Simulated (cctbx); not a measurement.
**A crystallographic session in cctbx: CeMnGa**

Library: cctbx 2025.11. The data are simulated by the first script.

## 1. Simulate the data

run.py:

```python
from cctbx import adptbx, crystal, miller, sgtbx, xray
from cctbx.array_family import flex
from iotbx.shelx import hklf
from scitbx import matrix
import scitbx.random

cs = crystal.symmetry(unit_cell=(6.927, 4.404, 7.465, 90, 90, 90), space_group_symbol='Hall: -P 2ac 2n')  # Pnma
atoms = [  # label, site, U (iso, or U11 U22 U33 U12 U13 U23 in A^2), occupancy
    ("Ce1", (0.4793, 0.75, 0.7008), (0.0116, 0.0116, 0.0047, 0.0000, -0.0038, 0.0000), 1),
    ("Ga1", (0.3119, 0.75, 0.0661), (0.0045, 0.0047, 0.0041, 0.0000, 0.0004, 0.0000), 1),
    ("Mn1", (0.7079, 0.75, 0.0939), (0.0082, 0.0057, 0.0109, 0.0000, 0.0035, 0.0000), 1),
]
xs = xray.structure(crystal_symmetry=cs)
for label, site, u, occ in atoms:
    u = adptbx.u_cif_as_u_star(cs.unit_cell(), u) if isinstance(u, tuple) else u
    xs.add_scatterer(xray.scatterer(label, site=site, u=u, occupancy=occ))
xs.set_inelastic_form_factors(0.71073, "sasaki")
xs.show_summary()
p1 = xs.expand_to_p1()
ms = miller.build_set(p1, anomalous_flag=True, d_min=0.77)
flex.set_random_seed(532146)
scitbx.random.set_random_seed(532146)
ms = ms.select(flex.random_double(ms.size()) < 0.95)
i = ms.structure_factors_from_scatterers(p1, algorithm="direct").f_calc().as_intensity_array().data()
i = i * 20000 / flex.max(i)
sig = flex.sqrt(i + flex.pow2(0.03 * i) + 8 ** 2)
noise = scitbx.random.variate(scitbx.random.normal_distribution())(i.size())
data = ms.array(data=i + sig * noise, sigmas=sig).set_observation_type_xray_intensity()
with open("data.hkl", "w") as f:
    data.export_as_shelx_hklf(f)
print("reflections written:", data.size(), " <I/sigma> = %.1f" % flex.mean(data.data() / data.sigmas()))
for h, a, b in list(data.sort("data"))[:12]:
    print("%4d%4d%4d %9.1f %7.1f" % (h + (a, b)))
```

```console
$ python run.py
```

```text
Number of scatterers: 3
At special positions: 3
Unit cell: (6.927, 4.404, 7.465, 90, 90, 90)
Space group: P n m a (No. 62)
reflections written: 2000  <I/sigma> = 13.2
   0  -2   0   19636.0   616.5
   0   2   0   19583.0   616.5
   0  -1  -3   12585.4   380.2
   0   1   3   12508.2   380.2
   0   1  -3   12462.2   380.2
   0  -1   3   12396.9   380.2
  -2   1  -1    9889.9   298.1
   2   1  -1    9666.6   298.1
   2   1   1    9665.7   298.1
  -2   1   1    9646.8   298.1
  -2  -1  -1    9610.7   298.1
  -2  -1   1    9439.6   298.1
```

Run time: 0.32 s on 1 thread of Arm Neoverse V2, with other jobs on the host, peak memory 0.07 GiB.

## 2. Symmetry

run.py:

```python
from cctbx import crystal, sgtbx, statistics
from cctbx.array_family import flex
from iotbx.shelx import hklf

p1 = crystal.symmetry(unit_cell=(6.927, 4.404, 7.465, 90, 90, 90), space_group_symbol="P 1")
raw = hklf.reader(file_name="data.hkl").as_miller_arrays(crystal_symmetry=p1, anomalous=True)[0]
print(raw.size(), "reflections to d = %.3f A" % raw.d_min())
isig = raw.data() / raw.sigmas()
print("centring   violations  <I/sigma> of those")
best = "P"
for c in "ABCIRF":
    a = raw.customized_copy(space_group_info=sgtbx.space_group_info("Hall: %s 1" % c)).sys_absent_flags().data()
    m = flex.mean(isig.select(a))
    print("%5s %10d of %5d %8.1f" % (c, (isig.select(a) > 4).count(True), a.count(True), m))
    if (isig.select(a) > 4).count(True) < 0.01 * a.count(True):
        best = c
raw = raw.select(~raw.customized_copy(space_group_info=sgtbx.space_group_info("Hall: %s 1" % best)).sys_absent_flags().data())
isig = raw.data() / raw.sigmas()
rows = []
for s in sgtbx.space_group_symbol_iterator():
    g = sgtbx.space_group(s)
    if g.conventional_centring_type_symbol() != best or not g.is_compatible_unit_cell(p1.unit_cell(), 1e-3, 0.02):
        continue
    rows.append((s, g))
print("Laue class    unique    Rint  (classes that these axes allow; Friedel mates merged)")
rint = {}
for s, g in rows:
    laue = g.build_derived_patterson_group()
    key = laue.type().hall_symbol()
    if key not in rint:
        m = raw.customized_copy(space_group_info=laue.info(), anomalous_flag=False).merge_equivalents()
        rint[key] = m.r_int()
        print("%-14s %6d %7.3f" % (laue.type().lookup_symbol(), m.array().size(), m.r_int()))
floor = min(rint.values())
good = [(s, g) for s, g in rows if rint[g.build_derived_patterson_group().type().hall_symbol()] < 2 * floor + 0.03]
top = max(g.build_derived_patterson_group().order_z() for s, g in good)
print("space group    extra absences  I>4sigma  <I/sigma>")
for s, g in good:
    laue = g.build_derived_patterson_group()
    if laue.order_z() != top:
        continue
    a = raw.customized_copy(space_group_info=g.info()).sys_absent_flags().data()
    a &= ~raw.customized_copy(space_group_info=laue.info()).sys_absent_flags().data()
    bad = (isig.select(a) > 4).count(True)
    if bad <= 0.03 * a.count(True):
        print("%-16s %8d %10d %9s  %s" % (s.universal_hermann_mauguin(), a.count(True), bad, "%.1f" % flex.mean(isig.select(a)) if a.count(True) else "-", "centric" if g.is_centric() else "acentric"))
laue = max(good, key=lambda t: t[1].build_derived_patterson_group().order_z())[1].build_derived_patterson_group()
f = raw.customized_copy(space_group_info=laue.info(), anomalous_flag=False).merge_equivalents().array().eliminate_sys_absent().f_sq_as_f()
f.set_observation_type_xray_amplitude()
bins = max(3, min(8, f.size() // 12))
f.setup_binner(n_bins=bins)
w = statistics.wilson_plot(f, {e: n / laue.order_z() for e, n in {'Ce': 4.0, 'Ga': 4.0, 'Mn': 4.0}.items()}, e_statistics=True)
print("Wilson B = %.2f A^2   <|E^2-1|> = %.3f (0.968 centric, 0.736 acentric)   E^2>4: %.1f %%" % (w.wilson_b, w.mean_e_sq_minus_1, w.percent_e_sq_gt_2))
print("shell (A)         n   <I/sigma>")
m = raw.customized_copy(space_group_info=laue.info(), anomalous_flag=False).merge_equivalents().array().eliminate_sys_absent()
for b in m.setup_binner(n_bins=bins).range_used():
    sel = m.binner().selection(b)
    print("%5.2f - %4.2f %6d %8.1f" % (min(m.binner().bin_d_range(b)[0] if m.binner().bin_d_range(b)[0] > 0 else 99, 99), m.binner().bin_d_range(b)[1], sel.count(True), flex.mean((m.data() / m.sigmas()).select(sel))))
```

```console
$ python run.py
```

```text
2000 reflections to d = 0.771 A
centring   violations  <I/sigma> of those
    A        666 of   981     13.0
    B        718 of   992     13.4
    C        724 of  1011     13.5
    I        634 of   995      9.6
    R        960 of  1336     13.2
    F       1054 of  1492     13.3
Laue class    unique    Rint  (classes that these axes allow; Friedel mates merged)
P -1             1050   0.024
P 1 2/m 1         597   0.029
P 1 1 2/m         570   0.029
P 2/m 1 1         573   0.029
P m m m           344   0.031
space group    extra absences  I>4sigma  <I/sigma>
P 2 2 2                 0          0         -  acentric
P 2 2 21                9          0      -0.3  acentric
P 21 2 2                7          0       0.2  acentric
P 2 21 2                5          0       0.1  acentric
P 21 21 2              12          0       0.2  acentric
P 2 21 21              14          0      -0.2  acentric
P 21 2 21              16          0      -0.1  acentric
P 21 21 21             21          0      -0.0  acentric
P m m 2                 0          0         -  acentric
P 2 m m                 0          0         -  acentric
P m 2 m                 0          0         -  acentric
P 21 m a               73          0       0.0  acentric
P m 2 a                73          0       0.0  acentric
P n m 21               81          0      -0.1  acentric
P n 21 m               81          0      -0.1  acentric
P n 21 a              154          0      -0.1  acentric
P m m m                 0          0         -  centric
P m m a                73          0       0.0  centric
P n m m :1             81          0      -0.1  centric
P n m m :2             81          0      -0.1  centric
P n m a               154          0      -0.1  centric
Wilson B = 0.94 A^2   <|E^2-1|> = 0.854 (0.968 centric, 0.736 acentric)   E^2>4: 2.0 %
shell (A)         n   <I/sigma>
 7.47 - 1.54     55     26.8
 1.54 - 1.22     43     32.5
 1.22 - 1.07     44     28.0
 1.07 - 0.97     41     33.8
 0.97 - 0.90     38     29.3
 0.90 - 0.85     42     29.8
 0.85 - 0.81     42     26.1
 0.81 - 0.77     39     24.8
```

Time: 0.5 s.

## 3. Patterson map

run.py:

```python
from cctbx import crystal, maptbx
from iotbx.shelx import hklf

cs = crystal.symmetry(unit_cell=(6.927, 4.404, 7.465, 90, 90, 90), space_group_symbol='Hall: -P 2ac 2n')  # Pnma
raw = hklf.reader(file_name="data.hkl").as_miller_arrays(crystal_symmetry=cs, anomalous=True)[0]
merged = raw.eliminate_sys_absent().merge_equivalents()
fo2 = merged.array().set_observation_type_xray_intensity()
f = fo2.average_bijvoet_mates().f_sq_as_f()
pm = f.patterson_map(symmetry_flags=maptbx.use_space_group_symmetry, sharpening=False, resolution_factor=0.25)
peaks = pm.peak_search(parameters=maptbx.peak_search_parameters(min_distance_sym_equiv=0.4, max_clusters=14)).all()
top = peaks.heights()[0]
print("Patterson group", f.patterson_symmetry().space_group_info())
print("      u       v       w   height  length (A)")
for x, h in zip(peaks.sites(), peaks.heights()):
    y = [t - round(t) for t in x]
    print("%7.3f %7.3f %7.3f %8.1f %8.2f" % (x + (1000 * h / top, cs.unit_cell().length(y))))
```

```console
$ python run.py
```

```text
Patterson group P m m m
      u       v       w   height  length (A)
  0.000   0.000   0.000   1000.0     0.00
  0.500   0.500   0.500    651.8     5.55
  0.500   0.000   0.097    324.1     3.54
  0.306   0.500   0.124    294.1     3.20
  0.200   0.500   0.223    281.2     3.09
  0.180   0.000   0.370    237.2     3.03
  0.312   0.000   0.275    235.6     2.98
  0.000   0.500   0.399    202.9     3.71
  0.113   0.500   0.500    124.4     4.40
  0.000   0.500   0.162    115.8     2.51
  0.392   0.000   0.000    110.4     2.71
  0.500   0.000   0.350    106.4     4.34
  0.000   0.297   0.500     15.7     3.95
  0.500   0.205   0.000     12.7     3.58
```

Time: 0.29 s.

## 4. Charge flipping

run.py:

```python
import itertools
from cctbx import crystal, maptbx
from cctbx.array_family import flex
from iotbx.shelx import hklf
from smtbx.ab_initio import charge_flipping as cf

cs = crystal.symmetry(unit_cell=(6.927, 4.404, 7.465, 90, 90, 90), space_group_symbol='Hall: -P 2ac 2n')  # Pnma
raw = hklf.reader(file_name="data.hkl").as_miller_arrays(crystal_symmetry=cs, anomalous=True)[0]
merged = raw.eliminate_sys_absent().merge_equivalents()
fo2 = merged.array().set_observation_type_xray_intensity()
f = fo2.average_bijvoet_mates().f_sq_as_f().resolution_filter(d_min=0.8)
p1 = f.expand_to_p1()
work = p1
flex.set_random_seed(29345)
it = cf.weak_reflection_improved_iterator(delta=None, weak_reflection_fraction=0.3)
it.start(work, phases=flex.random_double(p1.size()) * 6.2832, f_000=0)
it.delta = 1.1 * it.rho_map.sigma()
print("cycle      R  skewness")
for n, st in enumerate(itertools.islice(it, 300)):
    if n % 25 == 0:
        print("%5d %6.3f %8.2f" % (n, st.r1_factor(), st.rho_map.skewness()))
rho = p1.phase_transfer(it.f_calc).fft_map().apply_volume_scaling()
polish = cf.low_density_elimination_iterator(constant_rho_c=rho.sigma())
polish.start(f_obs=p1, phases=it.f_calc, f_000=0)
for _ in range(8):
    next(polish)
print("origin shift          correlation  skewness")
maps = []
for fc, shift, cc in itertools.islice(cf.f_calc_symmetrisations(f, polish.f_calc, 0), 4):
    m = f.phase_transfer(fc).fft_map(symmetry_flags=maptbx.use_space_group_symmetry, resolution_factor=0.25).apply_sigma_scaling()
    maps.append((m.skewness(), cc, m))
    print("%6.3f %6.3f %6.3f %10.3f %9.2f" % (tuple(shift) + (cc, m.skewness())))
skew, cc, m = max((t for t in maps if t[1] > maps[0][1] - 0.04), key=lambda t: t[0])
print("taken: symmetry correlation %.3f, skewness %.2f" % (cc, skew))
peaks = m.peak_search(parameters=maptbx.peak_search_parameters(min_distance_sym_equiv=0.9, max_clusters=8)).all()
sps = cs.special_position_settings(min_distance_sym_equiv=0.5)
print("peak      x       y       z  mult  height/sigma")
for k, (x, h) in enumerate(zip(peaks.sites(), peaks.heights())):
    ss = sps.site_symmetry(x)
    print("Q%-3d %7.4f %7.4f %7.4f %4d %8.1f" % ((k + 1,) + tuple(t % 1 for t in ss.exact_site()) + (ss.multiplicity(), h)))
```

```console
$ python run.py
```

```text
cycle      R  skewness
    0  0.585     0.42
   25  0.453     2.95
   50  0.339     4.02
   75  0.307     4.01
  100  0.329     3.91
  125  0.290     3.93
  150  0.319     4.03
  175  0.303     3.94
  200  0.309     3.92
  225  0.306     3.84
  250  0.308     3.88
  275  0.307     3.84
origin shift          correlation  skewness
 0.472  0.144  0.018      0.940      5.28
 0.165  0.141  0.018      0.927      3.20
 0.478  0.137  0.095      0.864      3.62
 0.461  0.135  0.397      0.848      2.96
taken: symmetry correlation 0.940, skewness 5.28
peak      x       y       z  mult  height/sigma
Q1    0.0088  0.2500  0.7086    4     14.7
Q2    0.1959  0.2500  0.0677    4      7.4
Q3    0.2055  0.7500  0.8907    4      6.1
Q4    0.2218  0.2500  0.5146    4      2.7
Q5    0.1586  0.7500  0.6405    4      2.2
Q6    0.0618  0.7500  0.1170    4      1.9
Q7    0.1339  0.7500  0.4981    4      1.6
Q8    0.0426  0.2500  0.0886    4      1.4
```

Time: 0.35 s.

## 5. Refinement (model from the peaks)

run.py:

```python
import math
from cctbx import adptbx, crystal, maptbx, sgtbx, xray
from cctbx.array_family import flex
from cctbx.xray import observations
from iotbx.shelx import hklf
from scitbx.lstbx import normal_eqns_solving
from smtbx import absolute_structure, utils
from smtbx.refinement import constraints, least_squares

cs = crystal.symmetry(unit_cell=(6.927, 4.404, 7.465, 90, 90, 90), space_group_symbol='Hall: -P 2ac 2n')  # Pnma
atoms = [  # label, site, U (iso, or U11 U22 U33 U12 U13 U23 in A^2), occupancy
    ("Ce1", (0.0088, 0.25, 0.7086), 0.0200, 1),
    ("Ga1", (0.1959, 0.25, 0.0677), 0.0200, 1),
    ("Mn1", (0.2055, 0.75, 0.8907), 0.0200, 1),
]
xs = xray.structure(crystal_symmetry=cs)
for label, site, u, occ in atoms:
    u = adptbx.u_cif_as_u_star(cs.unit_cell(), u) if isinstance(u, tuple) else u
    xs.add_scatterer(xray.scatterer(label, site=site, u=u, occupancy=occ))
xs.set_inelastic_form_factors(0.71073, "sasaki")
raw = hklf.reader(file_name="data.hkl").as_miller_arrays(crystal_symmetry=cs, anomalous=True)[0]
merged = raw.eliminate_sys_absent().merge_equivalents()
fo2 = merged.array().set_observation_type_xray_intensity()
print("Rint %.3f, %d unique reflections to %.2f A" % (merged.r_int(), fo2.size(), fo2.d_min()))
for sc in xs.scatterers():
    sc.flags.set_grad_site(True)
    sc.flags.set_grad_u_aniso(sc.flags.use_u_aniso())
    sc.flags.set_grad_u_iso(sc.flags.use_u_iso())
obs = fo2.as_xray_observations()
extra = {}
rep = constraints.reparametrisation(xs, [], utils.connectivity_table(xs), **extra)
ls = least_squares.crystallographic_ls(obs, rep, weighting_scheme=least_squares.mainstream_shelx_weighting(a=0, b=0))
print("cycle     R1     wR2    GooF  max shift (A)")
for cycle in range(6):
    ls.build_up()
    r1, wr2, goof = ls.r1_factor(cutoff_factor=2)[0], ls.wR2(), ls.goof()
    old = xs.sites_cart()
    normal_eqns_solving.levenberg_marquardt_iterations(ls, n_max_iterations=3, tau=0.0001, step_threshold=1e-7)
    big = flex.max((xs.sites_cart() - old).norms())
    print("%4d %7.4f %7.4f %7.3f %9.5f" % (cycle + 1, r1, wr2, goof, big))
    ls.build_up(objective_only=True)
    if abs(ls.wR2() - wr2) < 5e-5 and big < 5e-4:
        break
ls.build_up()
print("final R1 %.4f wR2 %.4f GooF %.3f  parameters %d  data/parameter %.1f" % (ls.r1_factor(cutoff_factor=2)[0], ls.wR2(), ls.goof(), ls.n_parameters, fo2.size() / ls.n_parameters))
cov = ls.covariance_matrix_and_annotations()
su = dict(zip(cov.annotations, (math.sqrt(max(v, 0)) for v in cov.matrix.matrix_packed_u_diagonal())))
a2 = cs.unit_cell().reciprocal_parameters()[0] ** -2
print("atom        x        y        z      Ueq    occ   su(xyz)  su(Uiso or U11)")
for sc in xs.scatterers():
    s = max(su.get(sc.label + k, 0) for k in (".x", ".y", ".z"))
    npd = "" if sc.is_positive_definite_u(cs.unit_cell()) else "  NPD"
    print("%-5s %8.5f %8.5f %8.5f %8.4f %6.3f %8.5f %7.4f%s" % ((sc.label,) + sc.site + (sc.u_iso_or_equiv(cs.unit_cell()), sc.occupancy, s, su.get(sc.label + ".uiso", su.get(sc.label + ".u11", 0) * a2), npd)))
fo = fo2.f_sq_as_f()
fc = fo.structure_factors_from_scatterers(xs, algorithm="direct").f_calc()
diff = fo.f_obs_minus_f_calc(1 / math.sqrt(ls.scale_factor()), fc).average_bijvoet_mates()
m = diff.fft_map(symmetry_flags=maptbx.use_space_group_symmetry, resolution_factor=0.25).apply_volume_scaling()
print("difference map: max %.2f min %.2f rms %.2f" % (m.statistics().max(), m.statistics().min(), m.statistics().sigma()))
peaks = m.peak_search(parameters=maptbx.peak_search_parameters(min_distance_sym_equiv=0.6, max_clusters=5)).all()
near = xs.closest_distances(peaks.sites(), distance_cutoff=4)
sps = cs.special_position_settings(min_distance_sym_equiv=0.5)
for k, (x, h) in enumerate(zip(peaks.sites(), peaks.heights())):
    ss = sps.site_symmetry(x)
    print("Q%-3d %7.4f %7.4f %7.4f %4d %7.2f  %.2f A from %s" % ((k + 1,) + tuple(t % 1 for t in ss.exact_site()) + (ss.multiplicity(), h, near.smallest_distances[k], xs.scatterers()[near.i_seqs[k]].label)))
```

```console
$ python run.py
```

```text
Rint 0.031, 297 unique reflections to 0.77 A
cycle     R1     wR2    GooF  max shift (A)
   1  0.3086  0.5969  24.543   0.11444
   2  0.0439  0.1079   4.438   0.00015
final R1 0.0439 wR2 0.1079 GooF 4.438  parameters 9  data/parameter 33.0
atom        x        y        z      Ueq    occ   su(xyz)  su(Uiso or U11)
Ce1    0.02074  0.25000  0.70086   0.0094  1.000  0.00015  0.0004
Ga1    0.18823  0.25000  0.06608   0.0043  1.000  0.00027  0.0005
Mn1    0.20797  0.75000  0.90587   0.0077  1.000  0.00038  0.0006
difference map: max 4.89 min -7.52 rms 0.62
Q1    0.0384  0.7500  0.3225    4    5.02  0.45 A from Ce1
Q2    0.0837  0.2500  0.7273    4    4.91  0.48 A from Ce1
Q3    0.1714  0.7500  0.9646    4    2.17  0.51 A from Mn1
Q4    0.0911  0.7500  0.2057    4    2.13  1.04 A from Ce1
Q5    0.2563  0.2500  0.3478    4    2.05  0.50 A from Mn1
```

Time: 0.49 s.

Figures of merit this high mean that the model is still wrong or incomplete.

## 6. Refinement (anisotropic displacement)

run.py, as its changes from the last script of this kind:

```diff
@@ -12,3 +12,3 @@
-    ("Ce1", (0.0088, 0.25, 0.7086), 0.0200, 1),
-    ("Ga1", (0.1959, 0.25, 0.0677), 0.0200, 1),
-    ("Mn1", (0.2055, 0.75, 0.8907), 0.0200, 1),
+    ("Ce1", (0.02074, 0.25, 0.70086), 0.0094, 1),
+    ("Ga1", (0.18823, 0.25, 0.06608), 0.0043, 1),
+    ("Mn1", (0.20797, 0.75, 0.90587), 0.0077, 1),
@@ -20,0 +21 @@
+xs.convert_to_anisotropic()
@@ -34 +35 @@
-for cycle in range(6):
+for cycle in range(8):
@@ -38 +39 @@
-    normal_eqns_solving.levenberg_marquardt_iterations(ls, n_max_iterations=3, tau=0.0001, step_threshold=1e-7)
+    normal_eqns_solving.levenberg_marquardt_iterations(ls, n_max_iterations=3, tau=1e-06, step_threshold=1e-7)
@@ -59 +60 @@
-peaks = m.peak_search(parameters=maptbx.peak_search_parameters(min_distance_sym_equiv=0.6, max_clusters=5)).all()
+peaks = m.peak_search(parameters=maptbx.peak_search_parameters(min_distance_sym_equiv=0.6, max_clusters=6)).all()
```

```console
$ python run.py
```

```text
Rint 0.031, 297 unique reflections to 0.77 A
cycle     R1     wR2    GooF  max shift (A)
   1  0.0439  0.1079   4.509   0.00187
   2  0.0103  0.0222   0.927   0.00000
final R1 0.0103 wR2 0.0222 GooF 0.927  parameters 18  data/parameter 16.5
atom        x        y        z      Ueq    occ   su(xyz)  su(Uiso or U11)
Ce1    0.02071  0.25000  0.70078   0.0093  1.000  0.00003  0.0001
Ga1    0.18804  0.25000  0.06621   0.0043  1.000  0.00006  0.0002
Mn1    0.20797  0.75000  0.90612   0.0082  1.000  0.00008  0.0003
difference map: max 0.62 min -0.74 rms 0.18
Q1    0.1940  0.7500  0.2676    4    0.66  1.51 A from Ce1
Q2    0.0960  0.7500  0.2216    4    0.64  0.99 A from Ce1
Q3    0.1944  0.0380  0.9722    8    0.57  1.17 A from Ga1
Q4    0.1690  0.2500  0.8624    4    0.54  1.53 A from Ga1
Q5    0.1997  0.7500  0.0006    4    0.54  0.71 A from Mn1
Q6    0.0950  0.6094  0.4563    8    0.52  1.55 A from Ce1
```

Run time: 0.47 s on 1 thread of Arm Neoverse V2, with other jobs on the host, peak memory 0.09 GiB.

[Logs are printed without paths, hosts, clocks, repeated set-up lines and the standing remarks that a program may print on its own settings, such as how far it seeks lower states.]
